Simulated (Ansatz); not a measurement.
Planning a GW calculation on AsP (puckered monolayer).

The cell holds 4 atoms: 2 P and 2 As. Its edges and angles: a = 4.368 Å, b = 3.507 Å, c = 28.000 Å, α = 90.0°, β = 90.0°, γ = 90.0°. Vacuum lies along c.

```xyz
4
Lattice="4.3684 0.0000 0.0000 0.0000 3.5071 0.0000 0.0000 0.0000 28.0000" Properties=species:S:1:pos:R:3
P     0.2451    0.0000   15.0718
As    1.8329    1.7535   15.1957
As    2.5355    1.7535   12.8043
P     4.1233    0.0000   12.9282
```

The structure was relaxed with PBEsol. The runs that relaxed it are not among those shown.

Runs so far (Ansatz 0.2.0, start PBEsol, PAW set soft_1 files, 4×4×1 mesh). Times are wall times on 4 threads of Arm Neoverse V1, shared host. The host was busy with other work, so they are no guide to cost.

```tsv
bands summed	cutoff (eV)	gap on the mesh (eV)	time
156	27	0.996	29 s
406	54	1.170	2.1 min
```

What should the next rung give, with 851 bands and screening to 90 eV, and where is the limit?

The error falls about as one over the bands when the cutoff rises with them. A line through the two highest rungs given predicts 1.228 eV; the run gave 1.280 eV, a miss of 0.052 eV, so the law fails here: the steps don't follow it yet. The two highest rungs put the limit near 1.380 eV, the pair below near 1.280 eV; neither can be trusted until a further rung is run.

The 4×4×1 mesh misses a band edge: on 6×8×1 the PBEsol gap is 0.44 eV, so these values are not the fundamental gap, which lies some 0.23 eV lower. Limits: not at the basis limit; coarse mesh for a sheet; no spin-orbit coupling.

[Paths, hosts, dates, memory and timing lines, banners, echoed tables and standing remarks are left out of the program output.]

[Logs are printed without paths, hosts, clocks, repeated set-up lines and the standing remarks that a program may print on its own settings, such as how far it seeks lower states.]

[Runs of the session that timed out or met a known fault of the program may be left out.]

[Cells called generated may have been cut or substituted from an entry of the Crystallography Open Database or the Materials Project.]

[Hosts, paths, dates, database ids (printed as entryN), source tags and the programs' standing remarks are cut or masked in the printed files.]
